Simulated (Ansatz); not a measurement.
**Where H_i (bond centre, by Br) puts its levels in the gap of Rb2BaBr4 (I-42d)**

Aim: at which Fermi levels does H_i (bond centre, by Br) in Rb2BaBr4 (I-42d) change its charge? The model is a cell of 56 host atoms with 1 H put in.

Program: Ansatz 0.2.0. Level of theory: place-levels on PBEsol runs: charge-transition levels and formation energies with image-charge correction and potential alignment at the atomic sites. Results are calculated unless marked as measured.

Most raw output is cut from this account.

## 1. Set-up

The cell holds 57 atoms: 16 Rb, 8 Ba, 32 Br and 1 H. Cell: a = 14.042 Å, b = 14.042 Å, c = 13.931 Å, α = 60.3°, β = 60.3°, γ = 59.5°. It derives from Rb2BaBr4 (space group I-42d). Nearest the centre at fractional (0.764, 0.465, 0.201): H57 at 0.00 Å, Br43 at 1.57 Å, Ba20 at 1.68 Å, Br52 at 3.14 Å, Br32 at 3.55 Å, Br37 at 3.68 Å, Br36 at 3.69 Å, Rb15 at 3.70 Å.

Known beforehand: the electronic dielectric constant, (3.23, 3.23, 3.20), and the static one, (7.71, 7.71, 9.34), from a response run on this crystal (DFPT, PBEsol) at that run's own cell.

The cell's shortest repeat is 13.9 Å.

## 2. What was run first

Levels follow from differences of total energies between charge states, each relaxed by itself.

Each atom starts 0.05 Å or so off its site in a random direction. Forces are taken at one point at (¼, ¼, ¼). The cell holds 1 electron more than the neutral one, with a uniform background that keeps it neutral on the whole.

The sampling was tested on the host first: at the k-points planned (1x1x1 shifted 0.25 0.25 0.25) its energy lies 0.001 eV an atom from the dense-mesh value, under the bound of 0.02 eV set for this test; that bounds the host's error, not the defect's.

One of the inputs; charge, spin and start change from state to state.

Input file qm1.relax/input.yaml:

```yaml
crystal:
  lattice:
    - [0.0, 9.85069233, 10.00714096]
    - [9.85069233, 0.0, 10.00714096]
    - [9.85069233, 9.85069233, 0.0]
  atoms:
    - { symbol: Rb, position: [0.00523679, 0.86976321, 0.88023679] }
    - { symbol: Rb, position: [0.25523679, 0.11976321, 0.13023679] }
    - { symbol: Rb, position: [0.50523679, 0.36976321, 0.38023679] }
[... 3 atom lines left out ...]
    - { symbol: Rb, position: [0.61976321, 0.75523679, 0.99476321] }
[... 1 atom line left out ...]
    - { symbol: Rb, position: [0.13023679, 0.49476321, 0.11976321] }
    - { symbol: Rb, position: [0.38023679, 0.74476321, 0.36976321] }
[... 4 atom lines left out ...]
    - { symbol: Rb, position: [0.74476321, 0.38023679, 0.50523679] }
    - { symbol: Rb, position: [0.99476321, 0.63023679, 0.75523679] }
[... 3 atom lines left out ...]
    - { symbol: Ba, position: [0.875, 0.375, 0.125] }
[... 3 atom lines left out ...]
    - { symbol: Ba, position: [0.75, 0.75, 0.25] }
[... 2 atom lines left out ...]
    - { symbol: Br, position: [0.67499158, 0.28471653, 0.1450665] }
    - { symbol: Br, position: [0.92499158, 0.53471653, 0.3950665] }
[... 3 atom lines left out ...]
    - { symbol: Br, position: [0.78471653, 0.17499158, 0.3952254] }
[... 3 atom lines left out ...]
    - { symbol: Br, position: [0.7702254, 0.5200665, 0.90971653] }
    - { symbol: Br, position: [0.0200665, 0.2702254, 0.29999158] }
[... 5 atom lines left out ...]
    - { symbol: Br, position: [0.65971653, 0.54999158, 0.2700665] }
[... 1 atom line left out ...]
    - { symbol: Br, position: [0.04999158, 0.15971653, 0.0202254] }
[... 1 atom line left out ...]
    - { symbol: Br, position: [0.54999158, 0.65971653, 0.5202254] }
[... 4 atom lines left out ...]
    - { symbol: Br, position: [0.8950665, 0.6452254, 0.03471653] }
    - { symbol: Br, position: [0.1452254, 0.3950665, 0.92499158] }
    - { symbol: Br, position: [0.3952254, 0.6450665, 0.17499158] }
[... 2 atom lines left out ...]
    - { symbol: H, position: [0.763616, 0.464594, 0.20053] }
  host:
    repeats: [1, 1, 1]
    atoms:
      - { symbol: Rb, position: [0.00523679, 0.86976321, 0.88023679] }
      - { symbol: Rb, position: [0.25523679, 0.11976321, 0.13023679] }
      # ... 54 more atoms of the perfect host
total_charge: -1
basis:
  ecutwfc: 420
  xc_grid: 2
hamiltonian:
  xc: pbesol
kpoints:
  mp_grid: { grid: [1, 1, 1], shift: [0.25, 0.25, 0.25] }
scf:
  occupations: { method: fixed }
  max_iter: 100
output:
  forces: true
  charged_corrections:
    epsilon: [3.23, 3.23, 3.2]
    static_epsilon: [7.71, 7.71, 9.34]
    defect_position: [0.763616, 0.464594, 0.20053]
relax:
  f_tol: 0.02
  max_steps: 80
  random_displacement: { amplitude: 0.05, seed: 5901 }
checkpoint:
  write: "../qm1.relax.run"
  compress: false
  write_wavefunctions: true
  write_every: 100000
```

Launch:

```bash
$ ansatz run input.yaml --threads 4 --pin off --max-ram 15073MiB --backend cpu --events-out ev --progress --plain --runs-dir out
```

The relaxed structure is kept and the sampling changed to a 2×2×2 shifted mesh.

The run of this state that the levels use, under PBEsol:

Input file qm1.point/input.yaml:

```yaml
crystal:
  checkpoint: "../qm1.relax.run"
  host: checkpoint
total_charge: -1
basis:
  ecutwfc: 420
  xc_grid: 2
hamiltonian:
  xc: pbesol
kpoints:
  mp_grid: { grid: [2, 2, 2], shift: [0.5, 0.5, 0.5] }
scf:
  occupations: { method: fermi_dirac, width: 0.01 }
  max_iter: 100
output:
  forces: true
  eigenvalues: true
  charged_corrections:
    epsilon: [3.23, 3.23, 3.2]
    static_epsilon: [7.71, 7.71, 9.34]
    defect_position: [0.763616, 0.464594, 0.20053]
  eigenstates: { localisation: true }
  populations: true
  band_densities: [{ bands: [v1, v1] }, { bands: [c1, c1] }]
  write_density: true
  write_potential: true
  volumetric_format: npy
checkpoint:
  read: "../qm1.relax.run"
  write: "../qm1.point.run"
  compress: false
  write_wavefunctions: false
  write_every: 100000
```

Relaxations under PBEsol at one point at (¼, ¼, ¼); times on 4 threads of Arm Neoverse V1, shared host:

```
charge  moment (μB)  occupations    outcome  steps  largest displacement against the far atoms (Å)     time
    −1            0        fixed  converged     17                                            1.55  5.9 min
     0            1        fixed  converged     17                                            1.92   13 min
    +1            0        fixed  converged     16                                            1.70  5.5 min
```

Single points under PBEsol at a 2×2×2 shifted mesh; times on 4 threads of Arm Neoverse V1, shared host:

```
charge  moment (μB)  occupations    outcome     time
    −1            0  fermi-dirac  converged  2.9 min
     0            1  fermi-dirac  converged  6.1 min
    +1            0  fermi-dirac  converged  2.8 min
```

Distances (Å) from H57 to the nearest atoms after relaxation with PBEsol:

```
charge  moment (μB)       1.       2.       3.       4.       5.       6.
    −1            0  Ba 2.28  Rb 2.55  Rb 2.64  Br 2.78  Br 2.79  Br 3.49
     0            1  Br 2.05  Ba 2.56  Br 2.79  Rb 2.86  Rb 2.92  Br 3.23
    +1            0  Br 1.69  Br 1.69  Ba 3.17  Ba 3.18  Rb 3.27  Br 3.99
```

## 3. place-levels, PBEsol

A charged cell interacts with its images and the background, and its potential has another zero than the host's. place-levels removes the first by a point-charge model, screened by the static dielectric constant since the ions have relaxed around the charge, and the second by comparing potentials at atoms far from the defect.

The host is a run of the defect-free crystal in the same cutoffs, grids and k-points, so that basis and sampling errors cancel in part in the differences. Its band edges come from a run of the primitive cell that searches the zone for them. Chemical potentials are energies per atom of H (H2 molecule), run with the same functional and cutoff.

Input file levels.point.yaml:

```yaml
host:
  run: host.point.run
  levels_from: { run: edges.point.run }
states: [qm1.point.run, q0_M1.point.run, qp1.point.run]
geometry_from:
  qm1.point.run: qm1.relax.run
  q0_M1.point.run: q0_M1.relax.run
  qp1.point.run: qp1.relax.run
  host.point.run: host.relax.run
chemical_potentials:
  H:
    energy: -15.609288
    dataset: "<sha256 of the dataset>"
epsilon: [3.23, 3.23, 3.2]
static_epsilon: [7.71, 7.71, 9.34]
vertical:
  - { from: qm1.point.run, to: qm1.point_neutral.run }
  - { from: qp1.point.run, to: qp1.point_neutral.run }
```

Launch:

```bash
$ ansatz place-levels levels.point.yaml -- --threads 4 --pin off --max-ram 15073MiB
```

It took 0.36 s on 4 threads of Arm Neoverse V1, shared host.

Levels between the charges placed, in eV above the valence top:

```
        gap (eV)  (+1/0)  (0/−1)
PBEsol      4.26    2.92    2.40
```

Corrections by state:

```
charge  moment (μB)  image terms and alignment (eV)  band filling (eV)                               ε used  over the lowest of its charge, as the program ranks them, band filling apart (eV)
    +1          0.0                           0.206                  -  principal values (7.71, 7.71, 9.34)                                                                              0.000
     0          1.0                           0.000                  -                                    -                                                                              0.000
    −1          0.0                           0.194                  -  principal values (7.71, 7.71, 9.34)                                                                              0.000
```

The charged structures listed were also run neutral, and place-levels reads from each pair, by the potential or the spins, how wide the charge is by which they differ; that can be the carrier of either run.

```
charge  rms radius (Å)  spread where it is widest against the cell (Å)  wide from (Å)  reading
    +1             3.8                                            2.22           1.98     wide
    −1             2.3                                            1.77           1.98   narrow
```

The neutral runs of these pairs need not share the spin of the lowest neutral state, and very wide values only mean spread over the cell.

From the program's caveats on the states, each cut to its opening words:

- charge +1: it parts from the run at its places by a charge that spreads by about 2.2 Å along one vector (2 Å or more is wide), by the spins about the atoms, where the [...]
- charge +1: its displacements don't fall off away from the defect: farther atoms stand 0.021 Å off the host's places
- charge 0 (1 μB): its displacements don't fall off away from the defect: farther atoms stand 0.027 Å off the host's places
- charge 0 (1 μB): flagged: stability check not made
- charge −1: its displacements don't fall off away from the defect: farther atoms stand 0.07 Å off the host's places

Chemical potentials of the elements' reference phases, run alike. Formation energies (elemental references), with the Fermi level at the valence top and at the conduction bottom (gap 4.26 eV):

```
charge  at valence top (eV)  at conduction bottom (eV)  correction included (eV)
    +1                -0.71                       3.55                      0.21
     0                 2.21                       2.21                      0.00
    −1                 4.60                       0.34                      0.19
```

```json
{"Fermi level (eV)": "0.00", "lowest formation energy (eV)": "-0.71"}
{"Fermi level (eV)": "0.39", "lowest formation energy (eV)": "-0.33"}
{"Fermi level (eV)": "0.77", "lowest formation energy (eV)": "0.06"}
{"Fermi level (eV)": "1.16", "lowest formation energy (eV)": "0.45"}
{"Fermi level (eV)": "1.55", "lowest formation energy (eV)": "0.83"}
{"Fermi level (eV)": "1.93", "lowest formation energy (eV)": "1.22"}
{"Fermi level (eV)": "2.33", "lowest formation energy (eV)": "1.61"}
{"Fermi level (eV)": "2.71", "lowest formation energy (eV)": "1.89"}
{"Fermi level (eV)": "3.10", "lowest formation energy (eV)": "1.50"}
{"Fermi level (eV)": "3.49", "lowest formation energy (eV)": "1.12"}
{"Fermi level (eV)": "3.87", "lowest formation energy (eV)": "0.73"}
{"Fermi level (eV)": "4.26", "lowest formation energy (eV)": "0.34"}
```

## 4. The same at the relaxations' own k-points

The relaxations' own energies give the levels at their sampling, for comparison.

Input file levels.relax_mesh.yaml:

```yaml
host:
  run: host.relax.run
  levels_from: { run: edges.relax.run }
states: [qm1.relax.run, q0_M1.relax.run, qp1.relax.run]
chemical_potentials:
  H:
    energy: -15.609288
    dataset: "<sha256 of the dataset>"
```

Launch:

```bash
$ ansatz place-levels levels.relax_mesh.yaml -- --threads 4 --pin off --max-ram 15073MiB
```

The job ended after 0.14 s (4 threads).

Levels between neighbouring charges, in eV above the valence top:

```
                        gap (eV)  (+1/0)  (0/−1)
one point at (¼, ¼, ¼)      4.26    2.92    2.39
  a 2×2×2 shifted mesh      4.26    2.92    2.40
```

Going from one point at (¼, ¼, ¼) to a 2×2×2 shifted mesh moves the levels that carry no band-filling term by up to 0.01 eV and formation energies against the elements by up to 0.01 eV.

## 5. A changed set-up

In this try the input is made faulty on purpose, to show what that does.

A choice is tested by changing it alone.

levels.try0.yaml is levels.point.yaml with these lines changed:

```diff
-static_epsilon: [7.71, 7.71, 9.34]
+static_epsilon: [3.23, 3.23, 3.2]
```

Launch:

```bash
$ ansatz place-levels levels.try0.yaml -- --threads 4 --pin off --max-ram 15073MiB
```

The change: the electronic dielectric constant for relaxed ions.

Levels in eV above the valence top; the changed ones are not the defect's:

```
           gap (eV)  (+1/0)  (0/−1)
  changed      4.26    2.71    2.61
as set up      4.26    2.92    2.40
```

The largest shift is 0.21 eV.

## 6. Outcome

| Quantity | Value |
| --- | --- |
| gap of the host | 4.26 eV (PBEsol) |
| level (plus 1/0) | 2.92 eV above the valence top, not a change between lowest states |
| level (0/minus 1) | 2.40 eV above the valence top, not a change between lowest states |
| level (plus 1/minus 1) | 2.66 eV above the valence top |
| lowest of the charges placed, just above the valence top (0.02 eV) | +1 |
| lowest of the charges placed, just below the conduction bottom (0.02 eV) | −1 |
| lowest formation energy at mid-gap of the charges run, elemental references | 1.42 eV |

**Reading.** Of the charges placed (−1, 0 and +1), the lowest changes at 2.66 eV (+1/−1) above the valence top, in a gap of 4.26 eV. (+1/−1) passes over charge 0, which lies 0.26 eV above the two there; a lower structure or spin state of it, if missed, would change that. Charges above +1 and below −1 were not placed, so these runs say nothing of levels that involve them. States placed: +1 at 0 μB; 0 at 1 μB; −1 at 0 μB. Other spin states or structures, where not listed, weren't placed. At charge −1, 0 and +1 the atom put in ends up to 1.9 Å from its starting place, so the name tells the start alone and the levels can join different sites. H is taken at its element; compounds, which aren't counted here, bound the chemical potentials and would shift these formation energies. Going from one point at (¼, ¼, ¼) to a 2×2×2 shifted mesh moves the levels that carry no band-filling term by up to 0.01 eV and formation energies against the elements by up to 0.01 eV. Limits: PBEsol makes the gap too small and tends to spread out bound carriers; spin–orbit coupling, which can matter with heavy atoms, is left out.

[Logs are printed without paths, hosts, clocks, repeated set-up lines and the standing remarks that a program may print on its own settings, such as how far it seeks lower states.]

[Hosts, paths, dates, database ids (printed as entryN), source tags and the programs' standing remarks are cut or masked in the printed files.]

[Where a table of states has a column of steps, it counts the stored structures, which are thinned; the runs took as many ionic steps or more.]

[A defect's name tells the site on which it was built; relaxed atoms can leave that site.]

[For some hosts the program warned that the k-mesh of the response run may be too coarse for force constants and the static dielectric constant; such warnings are not shown here.]
